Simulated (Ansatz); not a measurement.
# HfC (model cell, started as wurtzite): relaxing the cell for a phonon run

Task: relax HfC (model cell, started as wurtzite) tightly.

Method: DFT PBEsol, scalar-relativistic, plane waves, norm-conserving pseudopotentials, in Ansatz 0.2.0.

The structure was built from a prototype and need not be the compound's stable phase.

### Step 1. Starting point

Symmetry: P6_3mc, No. 186, hexagonal system. The conventional cell has a = 3.392 Å, b = 3.392 Å, c = 5.540 Å, α = 90.00°, β = 90.00°, γ = 120.00°. Nearest to Hf lie 4 C at 2.08 Å. Nearest to C lie 4 Hf at 2.08 Å. Farther neighbours are not listed.

Coordinates:

```cif
data_structure
_symmetry_space_group_name_H-M 'P 1'
_symmetry_Int_Tables_number 1
_cell_length_a 3.3924
_cell_length_b 3.3924
_cell_length_c 5.5398
_cell_angle_alpha 90.000
_cell_angle_beta 90.000
_cell_angle_gamma 120.000
_cell_volume 55.21
loop_
_atom_site_label
_atom_site_type_symbol
_atom_site_fract_x
_atom_site_fract_y
_atom_site_fract_z
_atom_site_occupancy
Hf1 Hf 0.33333 0.66667 0.00000 1
Hf2 Hf 0.66667 0.33333 0.50000 1
C3 C 0.33333 0.66667 0.37500 1
C4 C 0.66667 0.33333 0.87500 1
```

### Step 2. Probe on a coarse mesh

A quick single point on a coarse mesh tells whether the cell has a gap and how far it is from rest, which sets the k mesh and smearing that follow.

Contents of input.yaml:

```yaml
crystal:
  lattice:
    - [3.39238, 0.0, 0.0]
    - [-1.69619, 2.93789, 0.0]
    - [0.0, 0.0, 5.53976]
  atoms:
    - { symbol: Hf, position: [0.333333, 0.666667, 0.0] }
    - { symbol: Hf, position: [0.666667, 0.333333, 0.5] }
    - { symbol: C, position: [0.333333, 0.666667, 0.375] }
    - { symbol: C, position: [0.666667, 0.333333, 0.875] }
kpoints:
  mp_grid: { grid: [6, 6, 4] }
hamiltonian:
  xc: pbesol
  pseudopotentials: { kind: nc }
scf:
  occupations: { method: gaussian, width: 0.1 }
output:
  forces: true
  stress: true
  eigenvalues: true
```

Run with:

```console
$ ansatz run input.yaml --threads 4 --pin off --max-ram 7168MiB --backend cpu --events-out ev --progress --plain --runs-dir out
```

Numbers of over 12 decimals in the logs are rounded to 6 here.

What it wrote:

```text
[...]
--- Band table (eV; the first three rows and the last of 21) ---
  k-point 0: bands = [... 12 lower, 10.4722, 10.5026, 11.2149, 11.2149, 15.7784, 15.7784, 17.2228, 18.0613]
  k-point 1: bands = [... 12 lower, 10.5332, 10.5332, 11.0512, 11.0512, 16.2291, 16.2291, 17.7763, 18.2856]
  k-point 2: bands = [... 12 lower, 10.7429, 10.7429, 10.7429, 10.7429, 17.3445, 17.3445, 17.3445, 17.3445]
  k-point 20: bands = [... 12 lower, 10.4131, 10.4131, 12.5658, 12.5658, 14.9027, 14.9027, 17.9907, 17.9907]
[key lines of the parts left out:]
SCF converged after 7 iterations
Free energy (F): -3396.459972 eV
Fermi energy:    13.422170 eV
P = ⅓ Tr σ = 23.3799 GPa (233.799 kbar)
```

Wall time 2.6 s (4 threads of Arm Neoverse V1, shared host); peak memory 0.41 GiB.

A gap read on the k-mesh alone can miss the band edges.

Numbers from this step:

| Property | Result |
| --- | --- |
| pressure | 23.38 GPa |
| volume per atom | 13.80 Å³ |
| gap on the k-mesh | 0.5808 eV |
| direct gap on mesh | 1.152 eV |

The coarse mesh shows a gap of 0.58 eV and a pressure of 23.4 GPa.

### Step 3. Coarse relaxation

A rough relaxation comes first, because large forces or stress need no tight tolerances yet.

input.yaml, as its differences from that of step 2:

```diff
@@ -21 +21,6 @@
   eigenvalues: true
+relax:
+  adjacent_minimum: "off"
+  f_tol: 0.05
+  max_steps: 80
+  cell: { stress_tol: 0.5 }
```

What it wrote:

```text
[...]
Crystal: 4 atoms, lattice volume = 55.212 Å³
Basis set: ecut = 1115.666836 eV, 4639 PW (Γ), exchange–correlation on 80×80×128 points (8 copies of the dense FFT grid, shifted against one another)
Bands: 20, of which v1, the nominal top of the filled ones, is band 16 counted from 1 (15 counted from 0)
Symmetry: 12 space group operations
[...]
cell:  # Å, volume = 57.9899 Å³
    - [3.809046, 0, -8.299913216281455e-18]
    - [-1.904523, 3.298731, 4.149956608140724e-18]
    - [-1.3553760425493668e-17, 0, 4.615184]
  atoms:
    - { symbol: Hf, position: [0.333333, 0.666667, -0.055003] }
    - { symbol: Hf, position: [0.666667, 0.333333, 0.444997] }
    - { symbol: C, position: [0.333333, 0.666667, 0.430003] }
    - { symbol: C, position: [0.666667, 0.333333, 0.930003] }
[key lines of the parts left out:]
SCF converged after 4 iterations
Free energy (F): -3398.014032 eV
Fermi energy:    12.695709 eV
P = ⅓ Tr σ = 0.3098 GPa (3.098 kbar)
```

Elapsed: 26 s, on 4 threads; peak memory 0.47 GiB; 99 s of CPU time.

The steps of the relaxation:

| step | energy less that of the first step (eV) | largest force component (eV/Å) | pressure (GPa) | volume (Å³) |
| --- | --- | --- | --- | --- |
| 1 | 0.0000 | 0.4871 | 23.38 | 55.21 |
| 2 | -0.5658 | 0.3887 | 1.41 | 60.99 |
| 3 | -0.8041 | 0.6124 | -1.32 | 61.11 |
| 4 | -1.1165 | 0.7303 | -2.19 | 60.13 |
| 5 | -1.4240 | 0.6316 | -0.29 | 58.50 |
| 6 | -1.4804 | 0.0895 | 4.72 | 57.00 |
| 7 | -1.5224 | 0.1718 | -1.72 | 58.39 |
| 8 | -1.5404 | 0.0403 | -0.27 | 58.06 |
| 9 | -1.5408 | 0.0048 | 0.05 | 57.99 |
| 10* | -1.5541 | 0.0050 | 0.31 | 57.99 |

Relaxation steps marked * repeat the geometry before them on a plane-wave basis chosen anew for their cell, so energy and pressure can jump there.

Forces are held to the 12 operations that the run works with; a distortion that breaks them can't arise in this run.

| cell as run | before | after | change |
| --- | --- | --- | --- |
| a (Å) | 3.392 | 3.809 | +12.3 % |
| b (Å) | 3.392 | 3.809 | +12.3 % |
| c (Å) | 5.540 | 4.615 | -16.7 % |
| volume (Å³/atom) | 13.80 | 14.50 | +5.0 % |

The atoms that moved most (Å, as changes of fractional coordinates times the final cell):

| atom | dx | dy | dz | length |
| --- | --- | --- | --- | --- |
| C4 | 0.000 | 0.000 | 0.254 | 0.254 |
| Hf1 | 0.000 | 0.000 | -0.254 | 0.254 |
| Hf2 | 0.000 | 0.000 | -0.254 | 0.254 |
| C3 | 0.000 | 0.000 | 0.254 | 0.254 |

The relaxed structure:

```xyz
4
Lattice="3.8090 0.0000 0.0000 -1.9045 3.2987 0.0000 0.0000 0.0000 4.6152" Properties=species:S:1:pos:R:3 pbc="T T T"
Hf    0.0000    2.1992   -0.2538
Hf    1.9045    1.0996    2.0537
C     0.0000    2.1992    1.9845
C     1.9045    1.0996    4.2921
```

This step gave:

```yaml
pressure: 0.3098 GPa
volume_per_atom: 14.50 Å³
gap_on_the_k_mesh: 0 eV
```

In this step the volume went from 13.80 to 14.50 Å³/atom.

### Step 4. Bringing the structure to rest

The cell and atoms are relaxed, since residual forces and stress would shift the frequencies.

input.yaml, the sections that differ from step 3:

```yaml
crystal:
  lattice:
    - [3.809046303, 0.0, 0.0]
    - [-1.9045231515, 3.2987308626, 0.0]
    - [0.0, 0.0, 4.615183562]
  atoms:
    - { symbol: Hf, position: [0.3333333333, 0.6666666667, -0.0550031513] }
    - { symbol: Hf, position: [0.6666666667, 0.3333333333, 0.4449968487] }
    - { symbol: C, position: [0.3333333333, 0.6666666667, 0.4300031513] }
    - { symbol: C, position: [0.6666666667, 0.3333333333, 0.9300031513] }
kpoints:
  mp_grid: { grid: [12, 12, 10] }
relax:
  adjacent_minimum: "off"
  f_tol: 0.005
  max_steps: 80
  cell: { stress_tol: 0.05 }
# hamiltonian, scf, output: as in step 3
```

What it wrote:

```text
[...]
Crystal: 4 atoms, lattice volume = 57.990 Å³
Basis set: ecut = 1115.666836 eV, 4915 PW (Γ), exchange–correlation on 90×90×108 points (8 copies of the dense FFT grid, shifted against one another)
Bands: 20, of which v1, the nominal top of the filled ones, is band 16 counted from 1 (15 counted from 0)
Symmetry: 12 space group operations
[...]
k-points: 114 of 1440 (time reversal used)
[...]
SCF iter   1: F=—  HF=-3400.528997 eV  |F-HF|=—  |Δ(HF+E_count)|=         —  Δρ=1.06e-1  dr2=1.01e1  ethr=3.10e-3  ⟨swp⟩=6.8  Hψ=12072  notcnv=0
[...]
SCF iter   8: F=-3398.023385 eV  HF=-3398.023385 eV  |F-HF|=1.30e-9  |Δ(HF+E_count)|=   1.16e-7  Δρ=3.24e-6  dr2=3.31e-9  ethr=3.13e-10  ⟨swp⟩=10.7  Hψ=14667  notcnv=0
SCF 1 converged in 8 iterations: F = -3398.023385 eV  dr2 = 3.31e-9
relax step   1: F+E_penalty+E_count = -3398.02338521 eV  Δ(F+E_penalty+E_count) = +0.000e0 eV  max|allowed force component| = 1.689e-1 eV/Å  Δτ_max = 0.0000 Å  P = +0.313 GPa  Ω = 57.990 Å³  (8 SCF iters, dr2 threshold 1.00e-7 eV, accepted)
Crystal: 4 atoms, lattice volume = 58.064 Å³
Basis set: ecut = 1115.666836 eV, 4891 PW (Γ), exchange–correlation on 90×90×108 points (8 copies of the dense FFT grid, shifted against one another)
[...]
SCF iter   5: F=-3398.027548 eV  HF=-3398.027548 eV  |F-HF|=9.88e-9  |Δ(HF+E_count)|=   5.12e-8  Δρ=8.64e-6  dr2=4.40e-8  ethr=1.25e-9  ⟨swp⟩=8.1  Hψ=13062  notcnv=0
SCF 2 converged in 5 iterations: F = -3398.027548 eV  dr2 = 4.40e-8
relax step   2: F+E_penalty+E_count = -3398.02754776 eV  Δ(F+E_penalty+E_count) = -4.163e-3 eV  max|allowed force component| = 1.241e-1 eV/Å  Δτ_max = 0.0066 Å  P = +0.034 GPa  Ω = 58.064 Å³  energy of the carried Pulay correction = -2.324e-5 eV  (5 SCF iters, dr2 threshold 4.00e-7 eV, accepted)
Crystal: 4 atoms, lattice volume = 57.661 Å³
Basis set: ecut = 1115.666836 eV, 4855 PW (Γ), exchange–correlation on 90×90×108 points (8 copies of the dense FFT grid, shifted against one another)
[...]
SCF iter   5: F=-3398.031000 eV  HF=-3398.031000 eV  |F-HF|=7.33e-9  |Δ(HF+E_count)|=   5.76e-8  Δρ=2.14e-5  dr2=2.33e-7  ethr=1.25e-9  ⟨swp⟩=7.8  Hψ=16017  notcnv=0
SCF 3 converged in 5 iterations: F = -3398.031000 eV  dr2 = 2.33e-7
relax step   3: F+E_penalty+E_count = -3398.03099981 eV  Δ(F+E_penalty+E_count) = -3.452e-3 eV  max|allowed force component| = 1.283e-2 eV/Å  Δτ_max = 0.0208 Å  P = +1.349 GPa  Ω = 57.661 Å³  energy of the carried Pulay correction = +1.033e-4 eV  (5 SCF iters, dr2 threshold 4.00e-7 eV, accepted)
[...]
relax step   4: F+E_penalty+E_count = -3398.03122066 eV  Δ(F+E_penalty+E_count) = -2.208e-4 eV  max|allowed force component| = 3.820e-4 eV/Å  Δτ_max = 0.0075 Å  P = -1.107 GPa  Ω = 58.359 Å³  energy of the carried Pulay correction = -1.155e-4 eV  (5 SCF iters, dr2 threshold 4.00e-7 eV, accepted)
[...]
relax step   5: F+E_penalty+E_count = -3398.03260928 eV  Δ(F+E_penalty+E_count) = -1.389e-3 eV  max|allowed force component| = 1.592e-3 eV/Å  Δτ_max = 0.0017 Å  P = -0.059 GPa  Ω = 58.070 Å³  energy of the carried Pulay correction = -2.504e-5 eV  (5 SCF iters, dr2 threshold 4.00e-7 eV, accepted)
[...]
relax step   6: F+E_penalty+E_count = -3398.03263204 eV  Δ(F+E_penalty+E_count) = -2.275e-5 eV  max|allowed force component| = 7.385e-4 eV/Å  Δτ_max = 0.0007 Å  P = -0.002 GPa  Ω = 58.049 Å³  energy of the carried Pulay correction = -1.859e-5 eV  (4 SCF iters, dr2 threshold 3.29e-8 eV, accepted)
[...]
SCF iter   5: F=-3398.032652 eV  HF=-3398.032652 eV  |F-HF|=1.18e-11  |Δ(HF+E_count)|=  8.64e-11  Δρ=1.55e-7  dr2=2.10e-11  ethr=1.00e-12  ⟨swp⟩=9.1  Hψ=12694  notcnv=0
SCF 7 converged in 5 iterations: F = -3398.032652 eV  dr2 = 2.10e-11
relax step   7: F+E_penalty+E_count = -3398.03265204 eV  Δ(F+E_penalty+E_count) = -2.000e-5 eV  max|allowed force component| = 7.289e-4 eV/Å  Δτ_max = 0.0000 Å  P = -0.002 GPa  Ω = 58.049 Å³  stress off target by 3.22e-3 GPa  SCF on the basis re-selected at this cell (its energy is not comparable with the rows above)  (5 SCF iters)
[...]
SCF converged after 5 iterations
Free energy (F): -3398.032652 eV
[...]
Internal energy: -3398.031350 eV  (E = F + TS)
E sigma→0 (E₀):  -3398.032001 eV
Entropy (-TS):   -0.001302 eV (-0.325 meV/atom)
Fermi energy:    12.611186 eV
[...]
--- Forces (eV/Å), atoms counted from 1 ---
  atom   1  Hf    -0.00000000    -0.00000000    -0.00072896
  atom   2  Hf    -0.00000000     0.00000000    -0.00072896
  atom   3  C      0.00000000    -0.00000000     0.00072874
  atom   4  C      0.00000000     0.00000000     0.00072874
  max |Σ_I F_I| component: 4.39e-7 eV/Å
--- Stress (GPa, compression-positive) ---
       -0.003222       0.000000       0.000000
        0.000000      -0.003222      -0.000000
        0.000000       0.000000       0.001408
  P = ⅓ Tr σ = -0.0017 GPa (-0.017 kbar)
--- Band table (eV; the first three rows and the last of 114) ---
  k-point 0: bands = [... 12 lower, 10.0521, 10.0521, 10.7813, 13.9659, 13.9659, 13.9843, 15.0729, 17.6233]
  k-point 1: bands = [... 12 lower, 10.0033, 10.0033, 10.5611, 13.2644, 14.1573, 14.1573, 15.2802, 17.7162]
  k-point 2: bands = [... 12 lower, 9.8766, 9.8766, 10.0402, 12.0475, 14.6838, 14.6838, 15.5551, 17.9305]
  k-point 113: bands = [... 12 lower, 10.3090, 10.3090, 10.7398, 10.7398, 14.1278, 14.1278, 17.1738, 17.1738]
--- Relaxed structure (6 steps of the walk, 6 accepted, 1 SCFs on fresh bases) ---
[...]
cell:  # Å, volume = 58.0492 Å³
    - [3.818440, 0.0, 0]
    - [-1.909220, 3.306866, 0]
    - [0, 0, 4.597200]
  atoms:
    - { symbol: Hf, position: [0.333333, 0.666667, -0.062337] }
    - { symbol: Hf, position: [0.666667, 0.333333, 0.437663] }
    - { symbol: C, position: [0.333333, 0.666667, 0.437337] }
    - { symbol: C, position: [0.666667, 0.333333, 0.937337] }
```

Wall time 93 s (4 threads); peak memory 0.73 GiB; 6.1 min of CPU time.

Relaxation path:

| step | energy less that of the first step (eV) | largest force component (eV/Å) | pressure (GPa) | volume (Å³) |
| --- | --- | --- | --- | --- |
| 1 | 0.0000 | 0.1689 | 0.31 | 57.99 |
| 2 | -0.0042 | 0.1241 | 0.03 | 58.06 |
| 3 | -0.0076 | 0.0128 | 1.35 | 57.66 |
| 4 | -0.0078 | 0.0004 | -1.11 | 58.36 |
| 5 | -0.0092 | 0.0016 | -0.06 | 58.07 |
| 6 | -0.0092 | 0.0007 | 0.00 | 58.05 |
| 7* | -0.0093 | 0.0007 | 0.00 | 58.05 |

Relaxation steps marked * repeat the geometry before them on a plane-wave basis chosen anew for their cell, so energy and pressure can jump there.

Forces are held to the 12 operations that the run works with; a distortion that breaks them can't arise in this run.

| conventional cell, symmetrised | before | after | change |
| --- | --- | --- | --- |
| a (Å) | 3.809 | 3.818 | +0.2 % |
| b (Å) | 3.809 | 3.818 | +0.2 % |
| c (Å) | 4.615 | 4.597 | -0.4 % |
| volume (Å³/atom) | 14.50 | 14.51 | +0.1 % |

The atoms that moved most (Å, as changes of fractional coordinates times the final cell):

| atom | dx | dy | dz | length |
| --- | --- | --- | --- | --- |
| Hf1 | 0.000 | 0.000 | -0.034 | 0.034 |
| C3 | 0.000 | 0.000 | 0.034 | 0.034 |
| C4 | 0.000 | 0.000 | 0.034 | 0.034 |
| Hf2 | 0.000 | 0.000 | -0.034 | 0.034 |

The relaxed structure:

```xyz
4
Lattice="3.8184 0.0000 0.0000 -1.9092 3.3069 0.0000 0.0000 0.0000 4.5972" Properties=species:S:1:pos:R:3 pbc="T T T"
Hf    0.0000    2.2046   -0.2866
Hf    1.9092    1.1023    2.0120
C     0.0000    2.2046    2.0105
C     1.9092    1.1023    4.3091
```

This step gave:

```
pressure        : -0.001678 GPa
volume per atom : 14.51 Å³
```

In this step the volume went from 14.50 to 14.51 Å³/atom.

### Step 5. Tight relaxation

Phonons need a cell at rest on their own settings, so the relaxation is repeated with tight tolerances on forces and stress on the k mesh and occupations of the first response run.

Contents of input.yaml:

```yaml
crystal:
  lattice:
    - [3.8184403473, 0.0, 0.0]
    - [-1.9092201737, 3.3068663436, 0.0]
    - [0.0, 0.0, 4.5971998689]
  atoms:
    - { symbol: Hf, position: [0.3333333333, 0.6666666667, -0.0623368322] }
    - { symbol: Hf, position: [0.6666666667, 0.3333333333, 0.4376631678] }
    - { symbol: C, position: [0.3333333333, 0.6666666667, 0.4373368322] }
    - { symbol: C, position: [0.6666666667, 0.3333333333, 0.9373368322] }
kpoints:
  mp_grid: { grid: [12, 12, 12] }
hamiltonian:
  xc: pbesol
  pseudopotentials: { kind: nc }
scf:
  occupations: { method: methfessel_paxton, width: 0.2 }
output:
  forces: true
  stress: true
  eigenvalues: true
relax:
  adjacent_minimum: "off"
  f_tol: 0.001
  max_steps: 60
  cell: { stress_tol: 0.01 }
```

What it wrote:

```text
[...]
Crystal: 4 atoms, lattice volume = 58.049 Å³
Basis set: ecut = 1115.666836 eV, 4909 PW (Γ), exchange–correlation on 90×90×108 points (8 copies of the dense FFT grid, shifted against one another)
Bands: 20, of which v1, the nominal top of the filled ones, is band 16 counted from 1 (15 counted from 0)
Symmetry: 12 space group operations
[...]
--- Relaxed structure (2 steps of the walk, 2 accepted, 1 SCFs on fresh bases) ---
[...]
cell:  # Å, volume = 58.0478 Å³
    - [3.818307, 2.8866497210630076e-11, 0]
    - [-1.909154, 3.306751, 0]
    - [0, 0, 4.597408]
  atoms:
    - { symbol: Hf, position: [0.333333, 0.666667, -0.062345] }
    - { symbol: Hf, position: [0.666667, 0.333333, 0.437655] }
    - { symbol: C, position: [0.333333, 0.666667, 0.437345] }
    - { symbol: C, position: [0.666667, 0.333333, 0.937345] }
[key lines of the parts left out:]
SCF converged after 7 iterations
Free energy (F): -3398.031473 eV
Fermi energy:    12.640171 eV
P = ⅓ Tr σ = -0.0006 GPa (-0.006 kbar)
```

Wall time 51 s (4 threads); peak memory 0.78 GiB.

Little changed from the start: no atom moved by 0.005 Å and no cell edge by 0.1 %.

Numbers from this step:

```
pressure : -6.32e-4 GPa
```

The largest force component left is 0.99 meV/Å and the pressure is -0.001 GPa, within the tolerances set. The cell now holds 14.51 Å³/atom. Within 0.01 Å the structure now has space group P6_3/mmc, not the P6_3mc of the start.

### Step 6. Outcome

```
space group after relaxation (within 0.01 Å) : P6_3/mmc
lattice constant a                           : 3.818 Å
lattice constant b                           : 3.818 Å
lattice constant c                           : 4.597 Å
volume per atom                              : 14.5 Å³
```

What this shows: The largest force component left is 0.99 meV/Å and the pressure is -0.001 GPa, within the tolerances set. The cell now holds 14.51 Å³/atom. Within 0.01 Å the structure now has space group P6_3/mmc, not the P6_3mc of the start. The relaxation keeps the symmetry of its start, so it says nothing on stability against lower symmetry. The relaxed cell left the space group of the starting entry, even within 0.1 Å, so it may not be the phase that the entry, or a measurement on it, describes. Spin-orbit coupling is left out, which can matter for the heavy elements here. The starting cell was built on a prototype and not taken from a measurement, so the phase need not exist.

[Logs are printed without paths, hosts, clocks, repeated set-up lines and the standing remarks that a program may print on its own settings, such as how far it seeks lower states.]

[Hosts, paths, dates, database ids (printed as entryN), source tags and the programs' standing remarks are cut or masked in the printed files.]
